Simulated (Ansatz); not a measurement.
# P on Ni(111): change of the work function, part 2 of 4

Wanted: Δφ(θ) for P/Ni(111), starting from the fcc site.

Ansatz 0.2.0; plane-wave DFT, PBE, Ansatz PAW.

So far, work function, upper face (eV): step 2 (the clean slab) 5.07.

## (3) Adsorbate added, k-mesh 4×4×1, coverage 0.111 ML

System of this step: Ni36P (P/Ni(111)). The cell holds 37 atoms: 36 Ni and 1 P. Its edges and angles: a = 7.467 Å, b = 7.467 Å, c = 25.959 Å, α = 90.0°, β = 90.0°, γ = 60.0°. Vacuum lies along c.

The clean slab as it ended is repeated in the plane and the adsorbate is set on one face; the cell's size fixes the coverage, and the k-mesh shrinks with it to keep the sampling density about even. Adsorbate and upper layers relax, since the dipole depends on the height.

Input file input.yaml:

```yaml
crystal:
  lattice:
    - [7.4670476093, 0.0, 0.0]
    - [3.7335238046, 6.4666529209, 0.0]
    - [0.0, 0.0, 25.9592788557]
  atoms:
    - { symbol: Ni, position: [0.0, 0.0, 0.346696842], spin: 0.7 }
    - { symbol: Ni, position: [0.1111111111, 0.1111111111, 0.4249837989], spin: 0.72 }
    - { symbol: Ni, position: [0.2222222222, 0.2222222222, 0.5030104016], spin: 0.72 }
    - { symbol: Ni, position: [0.0, 0.0, 0.5802536445], spin: 0.7 }
    - { symbol: Ni, position: [0.0, 0.3333333333, 0.346696842], spin: 0.7 }
    - { symbol: Ni, position: [0.1111111111, 0.4444444444, 0.4249837989], spin: 0.72 }
    - { symbol: Ni, position: [0.2222222222, 0.5555555556, 0.5030104016], spin: 0.72 }
    - { symbol: Ni, position: [0.0, 0.3333333333, 0.5802536445], spin: 0.7 }
    - { symbol: Ni, position: [0.0, 0.6666666667, 0.346696842], spin: 0.7 }
    - { symbol: Ni, position: [0.1111111111, 0.7777777778, 0.4249837989], spin: 0.72 }
    - { symbol: Ni, position: [0.2222222222, 0.8888888889, 0.5030104016], spin: 0.72 }
    - { symbol: Ni, position: [0.0, 0.6666666667, 0.5802536445], spin: 0.7 }
    - { symbol: Ni, position: [0.3333333333, 0.0, 0.346696842], spin: 0.7 }
    - { symbol: Ni, position: [0.4444444444, 0.1111111111, 0.4249837989], spin: 0.72 }
    - { symbol: Ni, position: [0.5555555556, 0.2222222222, 0.5030104016], spin: 0.72 }
    - { symbol: Ni, position: [0.3333333333, 0.0, 0.5802536445], spin: 0.7 }
    - { symbol: Ni, position: [0.3333333333, 0.3333333333, 0.346696842], spin: 0.7 }
    - { symbol: Ni, position: [0.4444444444, 0.4444444444, 0.4249837989], spin: 0.72 }
    - { symbol: Ni, position: [0.5555555556, 0.5555555556, 0.5030104016], spin: 0.72 }
    - { symbol: Ni, position: [0.3333333333, 0.3333333333, 0.5802536445], spin: 0.7 }
    - { symbol: Ni, position: [0.3333333333, 0.6666666667, 0.346696842], spin: 0.7 }
    - { symbol: Ni, position: [0.4444444444, 0.7777777778, 0.4249837989], spin: 0.72 }
    - { symbol: Ni, position: [0.5555555556, 0.8888888889, 0.5030104016], spin: 0.72 }
    - { symbol: Ni, position: [0.3333333333, 0.6666666667, 0.5802536445], spin: 0.7 }
    - { symbol: Ni, position: [0.6666666667, 0.0, 0.346696842], spin: 0.7 }
    - { symbol: Ni, position: [0.7777777778, 0.1111111111, 0.4249837989], spin: 0.72 }
    - { symbol: Ni, position: [0.8888888889, 0.2222222222, 0.5030104016], spin: 0.72 }
    - { symbol: Ni, position: [0.6666666667, 0.0, 0.5802536445], spin: 0.7 }
    - { symbol: Ni, position: [0.6666666667, 0.3333333333, 0.346696842], spin: 0.7 }
    - { symbol: Ni, position: [0.7777777778, 0.4444444444, 0.4249837989], spin: 0.72 }
    - { symbol: Ni, position: [0.8888888889, 0.5555555556, 0.5030104016], spin: 0.72 }
    - { symbol: Ni, position: [0.6666666667, 0.3333333333, 0.5802536445], spin: 0.7 }
    - { symbol: Ni, position: [0.6666666667, 0.6666666667, 0.346696842], spin: 0.7 }
    - { symbol: Ni, position: [0.7777777778, 0.7777777778, 0.4249837989], spin: 0.72 }
    - { symbol: Ni, position: [0.8888888889, 0.8888888889, 0.5030104016], spin: 0.72 }
    - { symbol: Ni, position: [0.6666666667, 0.6666666667, 0.5802536445], spin: 0.7 }
    - { symbol: P, position: [0.1111111111, 0.1111111111, 0.653303158] }
magnetization:
  spin_polarized: true
kpoints:
  mp_grid: { grid: [4, 4, 1] }
hamiltonian:
  xc: pbe
scf:
  occupations: { method: fermi_dirac, width: 0.1 }
  convergence: { dr2_threshold: 1.0e-08 }
efield:
  axis: 3
  dipole_correction: true
  ramp_position: 0.97
  ramp_width: 0.06
relax:
  f_tol: 0.02
  max_steps: 60
  constraints:
    - { sites: [0, 1, 4, 5, 8, 9, 12, 13, 16, 17, 20, 21, 24, 25, 28, 29, 32, 33] }
output:
  write_potential: true
  write_density: true
  volumetric_format: npy
```

The run is started by

```sh
$ ansatz run input.yaml --threads 4 --pin off --max-ram 16384MiB --backend cpu --events-out ev --progress --plain --runs-dir out
```

What it wrote:

```text
[...]
Crystal: 37 atoms, lattice volume = 1253.491 Å³
Basis set: ecut = 420 eV, 24531 PW (Γ), exchange–correlation on 100×100×360 points (8 copies of the dense FFT grid, shifted against one another)
Bands: 408, of which v1, the nominal top of the filled ones, is band 327 counted from 1 (326 counted from 0)
Symmetry: 6 space group operations
k-points: 4 of 16 (time reversal used)
[...]
Starting moments: Σ|m| = 25.56 μB on 36 of 37 sites
[...]
SCF iter   1: F=—  HF=-210941.899278 eV  |F-HF|=—  |Δ(HF+E_count)|=         —  Δρ=2.72e-2 (↑1.13e-2 ↓2.72e-2)  dr2=3.02e1  dr2_m=2.16e0  M=26.572 μB ∫|m|=28.135 μB  β_m=1.00  ethr=3.10e-3  p=-0.000 e·Å  D=-3.20e-7 V/Å  ΔV_dip=0.00 eV  dr2_dipole=5.94e-1  V_vac-E_F(+/−)=7.21/7.21 eV  ⟨swp⟩=8.2  Hψ=15524  notcnv=0  defer=348
[...]
SCF iter  21: F=-210975.761862 eV  HF=-210975.761862 eV  |F-HF|=1.89e-9  |Δ(HF+E_count)|=   2.53e-9  Δρ=9.40e-8 (↑3.85e-8 ↓9.40e-8)  dr2=2.34e-10  dr2_m=2.15e-11  M=23.193 μB ∫|m|=26.573 μB  ethr=1.00e-12  p=-0.025 e·Å  D=-3.58e-3 V/Å  ΔV_dip=0.09 eV  dr2_dipole=1.56e-11  V_vac-E_F(+/−)=5.17/5.07 eV  ⟨swp⟩=7.0  Hψ=16922  notcnv=0
SCF 1 converged in 21 iterations: F = -210975.761862 eV  dr2 = 2.34e-10
[...]
relax step   1: F+E_penalty+E_count = -210975.76186170 eV  Δ(F+E_penalty+E_count) = +0.000e0 eV  max|allowed force component| = 3.199e0 eV/Å  Δτ_max = 0.0000 Å  (21 SCF iters, accepted)
[...]
SCF iter  16: F=-210976.201131 eV  HF=-210976.201131 eV  |F-HF|=0.00e0  |Δ(HF+E_count)|=   1.89e-9  Δρ=1.65e-7 (↑4.64e-8 ↓1.65e-7)  dr2=4.22e-10  dr2_m=6.65e-11  M=22.848 μB ∫|m|=26.207 μB  ethr=1.00e-12  p=-0.021 e·Å  D=-3.02e-3 V/Å  ΔV_dip=0.08 eV  dr2_dipole=7.89e-12  V_vac-E_F(+/−)=5.15/5.07 eV  ⟨swp⟩=6.0  Hψ=17567  notcnv=0
SCF 2 converged in 16 iterations: F = -210976.201131 eV  dr2 = 4.22e-10
relax step   2: F+E_penalty+E_count = -210976.20113086 eV  Δ(F+E_penalty+E_count) = -4.393e-1 eV  max|allowed force component| = 1.927e0 eV/Å  Δτ_max = 0.1592 Å  (16 SCF iters, accepted)
SCF iter   1: F=—  HF=-210976.386258 eV  |F-HF|=—  |Δ(HF+E_count)|=         —  Δρ=2.84e-3 (↑2.84e-3 ↓1.54e-3)  dr2=1.33e-1  dr2_m=2.83e-2  M=22.545 μB ∫|m|=25.928 μB  β_m=1.00  ethr=1.07e-4  p=-0.021 e·Å  D=-3.02e-3 V/Å  ΔV_dip=0.08 eV  dr2_dipole=5.29e-6  V_vac-E_F(+/−)=5.15/5.07 eV  ⟨swp⟩=7.6  Hψ=10347  notcnv=0  defer=379
[...]
SCF iter  14: F=-210976.367504 eV  HF=-210976.367504 eV  |F-HF|=2.04e-9  |Δ(HF+E_count)|=   7.33e-9  Δρ=4.30e-7 (↑2.74e-7 ↓4.30e-7)  dr2=5.15e-9  dr2_m=1.83e-10  M=22.408 μB ∫|m|=25.761 μB  ethr=1.09e-12  p=-0.014 e·Å  D=-2.08e-3 V/Å  ΔV_dip=0.05 eV  dr2_dipole=1.06e-10  V_vac-E_F(+/−)=5.13/5.08 eV  ⟨swp⟩=6.4  Hψ=19874  notcnv=0
SCF 3 converged in 14 iterations: F = -210976.367504 eV  dr2 = 5.15e-9
[...]
relax step   3: F+E_penalty+E_count = -210976.36750415 eV  Δ(F+E_penalty+E_count) = -1.664e-1 eV  max|allowed force component| = 7.838e-1 eV/Å  Δτ_max = 0.1868 Å  (14 SCF iters, accepted)
[...]
relax step   4: F+E_penalty+E_count = -210976.38971004 eV  Δ(F+E_penalty+E_count) = -2.221e-2 eV  max|allowed force component| = 5.616e-2 eV/Å  Δτ_max = 0.0525 Å  (15 SCF iters, accepted)
SCF iter   1: F=—  HF=-210976.390769 eV  |F-HF|=—  |Δ(HF+E_count)|=         —  Δρ=1.50e-4 (↑1.39e-4 ↓1.50e-4)  dr2=3.65e-4  dr2_m=1.40e-4  M=22.511 μB ∫|m|=25.867 μB  β_m=1.00  ethr=8.28e-7  p=-0.019 e·Å  D=-2.73e-3 V/Å  ΔV_dip=0.07 eV  dr2_dipole=1.25e-5  V_vac-E_F(+/−)=5.15/5.08 eV  ⟨swp⟩=3.2  Hψ=5993  notcnv=0  defer=385
[...]
SCF iter  11: F=-210976.390369 eV  HF=-210976.390369 eV  |F-HF|=7.57e-10  |Δ(HF+E_count)|=   7.54e-9  Δρ=4.55e-7 (↑1.72e-7 ↓4.55e-7)  dr2=4.96e-9  dr2_m=3.19e-10  M=22.505 μB ∫|m|=25.861 μB  ethr=1.00e-12  p=-0.019 e·Å  D=-2.78e-3 V/Å  ΔV_dip=0.07 eV  dr2_dipole=8.01e-12  V_vac-E_F(+/−)=5.15/5.08 eV  ⟨swp⟩=6.5  Hψ=17936  notcnv=0
SCF 5 converged in 11 iterations: F = -210976.390369 eV  dr2 = 4.96e-9
[...]
relax step   5: F+E_penalty+E_count = -210976.39036891 eV  Δ(F+E_penalty+E_count) = -6.589e-4 eV  max|allowed force component| = 1.360e-2 eV/Å  Δτ_max = 0.0047 Å  (11 SCF iters, accepted)
NSCF: frozen V_eff on 4 k-points
[...]
SCF converged after 11 iterations
Magnetization: 22.5048 μB (337.7524 up, 315.2476 down)
Absolute magnetization: 25.8867 μB (∫|ρ↑−ρ↓|, with the PAW one-centre terms)
[...]
Per-site moments (μB) at R_I (Å): [(0.709489, 1.026719), (0.743198, 1.024878), (0.672643, 1.024878), (0.295117, 0.882779), (0.709489, 1.026719), (0.709242, 1.021569), (0.709288, 1.013777), (0.295117, 0.882779), (0.708201, 1.026719), (0.709242, 1.021569), (0.672643, 1.024878), (0.675522, 1.013335), (0.709489, 1.026719), (0.709242, 1.021569), (0.709288, 1.013777), (0.295117, 0.882779), (0.699096, 1.026719), (0.721591,  [...]
Free energy (F): -210976.390369 eV
[...]
Internal energy: -210974.282841 eV  (E = F + TS)
E sigma→0 (E₀):  -210975.336605 eV
Entropy (-TS):   -2.107528 eV (-56.960 meV/atom)
Fermi energy:    2.383405 eV
Dipole field:    D = -0.002782 V/Å  (p = -0.019270 e·Å, saw-weighted, corrected)
Work function:   Φ+ = 5.1479 eV   Φ− = 5.0757 eV
[...]
--- Forces (eV/Å), atoms counted from 1 ---
  atom   1  Ni     0.00490594     0.00283244     0.14413439
  atom   2  Ni     0.00000000    -0.00000000    -0.09591855
  atom   3  Ni    -0.00762528    -0.00440246     0.00333693
  atom   4  Ni    -0.00251184    -0.00145021     0.01360250
  atom   5  Ni     0.00000000    -0.00566489     0.14413439
  atom   6  Ni    -0.00073336    -0.00039842    -0.12211726
  atom   7  Ni    -0.00141189     0.00081516     0.00174991
  atom   8  Ni    -0.00000000     0.00290043     0.01360250
  atom   9  Ni     0.01164179    -0.00672139     0.16266443
  atom  10  Ni    -0.00002163     0.00083432    -0.12211726
  atom  11  Ni    -0.00000000     0.00880492     0.00333693
  atom  12  Ni     0.00154849    -0.00089402    -0.00544105
  atom  13  Ni    -0.00490594     0.00283244     0.14413439
  atom  14  Ni    -0.00071172    -0.00043589    -0.12211726
  atom  15  Ni     0.00000000    -0.00163032     0.00174991
  atom  16  Ni     0.00251184    -0.00145021     0.01360250
  atom  17  Ni    -0.00219369    -0.00126653     0.13961827
  atom  18  Ni     0.00000000    -0.00000000    -0.13018916
  atom  19  Ni     0.00141189     0.00081516     0.00174991
  atom  20  Ni     0.00172030     0.00099322    -0.00495162
  atom  21  Ni    -0.00000000     0.00253306     0.13961827
  atom  22  Ni     0.00002163     0.00083432    -0.12211726
  atom  23  Ni    -0.00478652     0.00276350    -0.00581296
  atom  24  Ni     0.00000000    -0.00198643    -0.00495162
  atom  25  Ni    -0.00000000     0.01344278     0.16266443
  atom  26  Ni     0.00071172    -0.00043589    -0.12211726
  atom  27  Ni     0.00762528    -0.00440246     0.00333693
  atom  28  Ni    -0.00000000     0.00178805    -0.00544105
  atom  29  Ni     0.00219369    -0.00126653     0.13961827
  atom  30  Ni     0.00073336    -0.00039842    -0.12211726
  atom  31  Ni     0.00000000    -0.00552699    -0.00581296
  atom  32  Ni    -0.00172030     0.00099322    -0.00495162
  atom  33  Ni    -0.01164179    -0.00672139     0.16266443
  atom  34  Ni     0.00000000    -0.00000000    -0.37689965
  atom  35  Ni     0.00478652     0.00276350    -0.00581296
  atom  36  Ni    -0.00154849    -0.00089402    -0.00544105
  atom  37  P      0.00000000    -0.00000000    -0.01098228
  max |Σ_I F_I| component: 9.21e-6 eV/Å
--- Band table (eV; the first three rows and the last of 8) ---
  k-point 0 ↑: bands = [... 323 lower, 1.6161, 1.6286, 1.6297, 1.6297, 1.6372, 1.6372, 1.6505, 1.6608, ... 77 higher]
  k-point 1 ↑: bands = [... 323 lower, 1.7079, 1.7233, 1.7360, 1.7551, 1.7662, 1.7707, 1.7807, 1.7838, ... 77 higher]
  k-point 2 ↑: bands = [... 323 lower, 1.7719, 1.7730, 1.7771, 1.7853, 1.8288, 1.8363, 1.8472, 1.8510, ... 77 higher]
  k-point 3 ↓: bands = [... 323 lower, 2.5538, 2.5693, 2.5952, 2.5991, 2.6166, 2.6426, 2.6546, 2.6816, ... 77 higher]
--- Relaxed structure (5 steps of the walk, 5 accepted, 0 SCFs on fresh bases) ---
  F+E_penalty+E_count = -210976.39036891 eV   max|allowed force component| = 1.360e-2 eV/Å
  atoms:
    - { symbol: Ni, position: [1.111111e-11, 1.111111e-11, 0.346697] }
    - { symbol: Ni, position: [0.111111, 0.111111, 0.424984] }
    - { symbol: Ni, position: [0.222039, 0.222039, 0.503125] }
    - { symbol: Ni, position: [-0.00296957, -0.00296957, 0.582249] }
    - { symbol: Ni, position: [1.111108e-11, 0.333333, 0.346697] }
    - { symbol: Ni, position: [0.111111, 0.444444, 0.424984] }
    - { symbol: Ni, position: [0.222235, 0.555549, 0.503220] }
    - { symbol: Ni, position: [-0.00296957, 0.339272, 0.582249] }
    - { symbol: Ni, position: [-2.222222e-11, 0.666667, 0.346697] }
    - { symbol: Ni, position: [0.111111, 0.777778, 0.424984] }
    - { symbol: Ni, position: [0.222039, 0.889255, 0.503125] }
    - { symbol: Ni, position: [-0.000831426, 0.667082, 0.579870] }
    - { symbol: Ni, position: [0.333333, 1.111111e-11, 0.346697] }
    - { symbol: Ni, position: [0.444444, 0.111111, 0.424984] }
    - { symbol: Ni, position: [0.555549, 0.222235, 0.503220] }
    - { symbol: Ni, position: [0.339272, -0.00296957, 0.582249] }
    - { symbol: Ni, position: [0.333333, 0.333333, 0.346697] }
    - { symbol: Ni, position: [0.444444, 0.444444, 0.424984] }
    - { symbol: Ni, position: [0.555549, 0.555549, 0.503220] }
    - { symbol: Ni, position: [0.334629, 0.334629, 0.580876] }
    - { symbol: Ni, position: [0.333333, 0.666667, 0.346697] }
    - { symbol: Ni, position: [0.444444, 0.777778, 0.424984] }
    - { symbol: Ni, position: [0.556301, 0.888516, 0.502615] }
    - { symbol: Ni, position: [0.334629, 0.664075, 0.580876] }
    - { symbol: Ni, position: [0.666667, -2.222220e-11, 0.346697] }
    - { symbol: Ni, position: [0.777778, 0.111111, 0.424984] }
    - { symbol: Ni, position: [0.889255, 0.222039, 0.503125] }
    - { symbol: Ni, position: [0.667082, -0.000831426, 0.579870] }
    - { symbol: Ni, position: [0.666667, 0.333333, 0.346697] }
    - { symbol: Ni, position: [0.777778, 0.444444, 0.424984] }
    - { symbol: Ni, position: [0.888516, 0.556301, 0.502615] }
    - { symbol: Ni, position: [0.664075, 0.334629, 0.580876] }
    - { symbol: Ni, position: [0.666667, 0.666667, 0.346697] }
    - { symbol: Ni, position: [0.777778, 0.777778, 0.424984] }
    - { symbol: Ni, position: [0.888516, 0.888516, 0.502615] }
    - { symbol: Ni, position: [0.667082, 0.667082, 0.579870] }
    - { symbol: P, position: [0.111111, 0.111111, 0.641963] }
```

Run time: 21 min. Hardware: 4 threads of Arm Neoverse V2, shared host; peak memory 10 GiB; 82 min of CPU time.

Step by step:

```csv
step,energy less that of the first step (eV),largest force component (eV/Å)
1,0.0000,3.1991
2,-0.4393,1.9268
3,-0.6056,0.7838
4,-0.6278,0.0562
5,-0.6285,0.0136
```

The run keeps the 6 symmetry operations that the program found, so distortions that break them were not tested.

The atoms that moved most (Å):

```csv
atom,dx,dy,dz,length
P37,0.000,0.000,-0.294,0.294
Ni16,0.033,-0.019,0.052,0.064
Ni4,-0.033,-0.019,0.052,0.064
Ni8,0.000,0.038,0.052,0.064
Ni32,-0.015,0.008,0.016,0.023
Ni24,0.000,-0.017,0.016,0.023
Ni20,0.015,0.008,0.016,0.023
Ni31,0.000,0.005,-0.010,0.011
```

Final coordinates:

```xyz
37
Lattice="7.4670 0.0000 0.0000 3.7335 6.4667 0.0000 0.0000 0.0000 25.9593" Properties=species:S:1:pos:R:3
Ni    0.0000    0.0000    9.0000
Ni    1.2445    0.7185   11.0323
Ni    2.4870    1.4359   13.0608
Ni   -0.0333   -0.0192   15.1148
Ni    1.2445    2.1556    9.0000
Ni    2.4890    2.8741   11.0323
Ni    3.7336    3.5925   13.0632
Ni    1.2445    2.1940   15.1148
Ni    2.4890    4.3111    9.0000
Ni    3.7335    5.0296   11.0323
Ni    4.9780    5.7505   13.0608
Ni    2.4844    4.3138   15.0530
Ni    2.4890    0.0000    9.0000
Ni    3.7335    0.7185   11.0323
Ni    4.9780    1.4371   13.0632
Ni    2.5223   -0.0192   15.1148
Ni    3.7335    2.1556    9.0000
Ni    4.9780    2.8741   11.0323
Ni    6.2225    3.5925   13.0632
Ni    3.7480    2.1639   15.0791
Ni    4.9780    4.3111    9.0000
Ni    6.2225    5.0296   11.0323
Ni    7.4712    5.7457   13.0475
Ni    4.9780    4.2943   15.0791
Ni    4.9780    0.0000    9.0000
Ni    6.2225    0.7185   11.0323
Ni    7.4691    1.4359   13.0608
Ni    4.9780   -0.0054   15.0530
Ni    6.2225    2.1556    9.0000
Ni    7.4670    2.8741   11.0323
Ni    8.7116    3.5974   13.0475
Ni    6.2080    2.1639   15.0791
Ni    7.4670    4.3111    9.0000
Ni    8.7116    5.0296   11.0323
Ni    9.9519    5.7457   13.0475
Ni    7.4717    4.3138   15.0530
P     1.2445    0.7185   16.6649
```

This step gave:

```yaml
energy_at_zero_smearing: -210975.3366 eV
total_moment: 22.50 μB
work_function_upper_face: 5.148 eV
work_function_lower_face: 5.076 eV
dipole_along_the_normal: -0.01927 e·Å
step_between_the_vacuum_levels: 0.07219 eV
```

Running mean over 2.032 Å of the planar mean; the ramp of the sawtooth is left out. The electron's electrostatic potential energy less the Fermi level by z:

```csv
z (Å),electron's electrostatic potential energy less the Fermi level (eV)
4,5.08
5,5.07
6,5.02
7,4.39
8,-3.19
9,-10.0
10,-10.3
11,-10.4
12,-10.5
13,-10.4
14,-10.4
15,-10.3
16,-5.48
17,2.63
18,4.55
19,5.11
20,5.15
21,5.15
22,5.15
```

Site moment by element, in μB:

```csv
element,atoms,mean,spread (r.m.s.),least,largest
Ni,36,0.664,0.113,0.295,0.743
P,1,-0.009,0.000,-0.009,-0.009
```

The atoms farthest from the mean of their element:

```csv
atom,"x, y, z (Å)",site moment (μB)
Ni8,"1.24, 2.19, 15.11",0.295
Ni16,"2.52, -0.02, 15.11",0.295
Ni4,"-0.03, -0.02, 15.11",0.295
Ni2,"1.24, 0.72, 11.03",0.743
Ni34,"8.71, 5.03, 11.03",0.743
Ni18,"4.98, 2.87, 11.03",0.722
Ni13,"2.49, 0.00, 9.00",0.709
Ni5,"1.24, 2.16, 9.00",0.709
```

The relaxation took 5 steps and lowered the energy by 0.63 eV; the largest force on the free atoms ends at 0.014 eV/Å.

The covered face has 5.15 eV, +0.08 eV against the clean one; the bare back face has moved by -0.01 eV, a measure of how thin the slab is.

[end of part 2 of 4]

[Long decimals in the printed logs are rounded to 6 places.]

[Logs are printed without paths, hosts, clocks, repeated set-up lines and the standing remarks that a program may print on its own settings, such as how far it seeks lower states.]

[Hosts, paths, dates, database ids (printed as entryN), source tags and the programs' standing remarks are cut or masked in the printed files.]

[Maps of the electrostatic potential energy from Ansatz leave out the sawtooth potential of an applied field or a dipole correction, so their vacuum need not be flat; planar profiles and work functions include it.]
